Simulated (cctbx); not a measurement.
# Solving a structure by charge flipping

Cell a = 4.3020 Å, b = 4.3020 Å, c = 31.2390 Å, α = 90.00°, β = 90.00°, γ = 120.00°; space group R-3m (no. 166); content Pr3 Fe6 S12.

The data are simulated with cctbx, not measured: Mo Kα, λ = 0.71073 Å, to d = 0.6 Å, 70 % of the full sphere, strongest reflection 70000 counts, noise from counting, a 6 % proportional error and a noise floor of 8 counts (s.d.); no absorption.

1 earlier start (other random phases, and plain and normalised amplitudes in turn) led nowhere (symmetry correlation 0.86).

Charge flipping in P1 on plain amplitudes to 0.6 Å, δ = 0.9 σ, 30 % of the reflections treated as weak, 600 cycles:

```text
cycle      R  skewness
    0  0.519     0.36
   50  0.386     3.47
  100  0.191    12.11
  150  0.185    11.82
  200  0.179    11.91
  250  0.180    11.83
  300  0.192    11.08
  350  0.161    11.88
  400  0.189    11.99
  450  0.185    11.67
  500  0.175    11.86
  550  0.189    11.41
origin shift          correlation  skewness
 0.152  0.879  0.438      0.827      3.82
 0.165  0.900  0.476      0.834      5.64
 0.164  0.877  0.369      0.835      7.19
 0.165  0.906  0.081      0.823      2.84
taken: symmetry correlation 0.835, skewness 7.19
peak      x       y       z  mult  height/sigma
Q1    0.0000  0.0000  0.5000    3     27.7
Q2    0.0000  0.0000  0.2845    6     12.6
Q3    0.0000  0.0000  0.2056    6      8.0
Q4    0.0000  0.0000  0.3711    6      8.0
Q5    0.0000  0.0000  0.4167    6      5.9
Q6    0.0000  0.0000  0.0728    6      2.3
Q7    0.0000  0.0000  0.9746    6      2.0
Q8    0.9828  0.3380  0.1367   36      1.8
Q9    0.1045  0.2090  0.7799   18      1.7
```

The origin is taken among those within 0.04 of the best correlation, by the skewness of the map.

It took 0.83 s on 1 thread of Intel(R) Xeon(R) CPU @ 2.60GHz (Ice Lake) (shared host), peak memory 0.08 GiB.

Q: Assign the peaks.

Heights go roughly as Z and multiplicities must add up to the content. First model: Q1 = Pr1 (3 in the cell, height 27.7), Q2 = Fe1 (6 in the cell, height 12.6), Q3 = S1 (6 in the cell, height 8.0) and Q4 = S2 (6 in the cell, height 8.0). Against the true structure, Q1 is Pr, Q2 is Fe, Q3 is S and Q4 is S; the other peaks are not atoms.

Least squares on F², isotropic:

```text
Rint 0.045, 359 unique reflections to 0.60 A
cycle     R1     wR2    GooF  max shift (A)
   1  0.1010  0.2649   8.849   0.01847
   2  0.0135  0.0291   0.972   0.00000
final R1 0.0135 wR2 0.0291 GooF 0.972  parameters 7  data/parameter 51.3
atom        x        y        z      Ueq    occ   su(xyz)  su(Uiso or U11)
Pr1    0.00000  0.00000  0.50000   0.0130  1.000  0.00000  0.0001
Fe1    0.00000  0.00000  0.28449   0.0149  1.000  0.00001  0.0001
S1     0.00000  0.00000  0.20619   0.0201  1.000  0.00002  0.0001
S2     0.00000  0.00000  0.37162   0.0163  1.000  0.00002  0.0001
difference map: max 0.49 min -0.52 rms 0.14
Q1    0.0279  0.5139  0.1320   18    0.53  1.35 A from S1
Q2    0.0000  0.0000  0.4100    6    0.50  1.20 A from S2
Q3    0.9945  0.4972  0.4325   18    0.49  1.53 A from S1
Q4    0.0000  0.0000  0.2182    6    0.49  0.38 A from S1
Q5    0.0000  0.0000  0.3849    6    0.47  0.41 A from S2
```

Anisotropic refinement:

```text
Rint 0.045, 359 unique reflections to 0.60 A
cycle     R1     wR2    GooF  max shift (A)
   1  0.0136  0.0292   0.980   0.00006
   2  0.0133  0.0284   0.954   0.00000
final R1 0.0133 wR2 0.0284 GooF 0.954  parameters 11  data/parameter 32.6
atom        x        y        z      Ueq    occ   su(xyz)  su(Uiso or U11)
Pr1    0.00000  0.00000  0.50000   0.0130  1.000  0.00000  0.0001
Fe1    0.00000  0.00000  0.28449   0.0149  1.000  0.00001  0.0001
S1     0.00000  0.00000  0.20619   0.0201  1.000  0.00002  0.0001
S2     0.00000  0.00000  0.37162   0.0163  1.000  0.00002  0.0001
difference map: max 0.49 min -0.51 rms 0.14
Q1    0.0283  0.5141  0.1321   18    0.53  1.36 A from S1
Q2    0.0000  0.0000  0.4103    6    0.49  1.21 A from S2
Q3    0.9948  0.4974  0.4325   18    0.48  1.53 A from S1
Q4    0.0317  0.5158  0.9135   18    0.45  1.63 A from Fe1
Q5    0.0000  0.0000  0.2473    6    0.44  1.16 A from Fe1
Q6    0.0061  0.5031  0.3433   18    0.39  1.72 A from Fe1
```

**Reading.** The refinement ends at R1 = 0.0133, wR2 = 0.0284, GooF = 0.95, with difference density between -0.51 and 0.49 e/Å³. Every site matches the true model in element, within 0.001 Å r.m.s., up to an allowed shift of origin.

True model:

```csv
atom,mult.,x,y,z,Ueq (Å²)
Pr1,3,0,0,0,0.0130
Fe1,6,2/3,1/3,0.1178,0.0149
S1,6,2/3,1/3,0.0395,0.0200
S2,6,2/3,1/3,0.2049,0.0163
```

The model was made for the exercise: a known structure type with other elements put in, its volume estimated, not relaxed; displacement parameters are assumed.

[Middle refinement cycles are left out of these outputs.]

[Logs are printed without paths, hosts, clocks, repeated set-up lines and the standing remarks that a program may print on its own settings, such as how far it seeks lower states.]
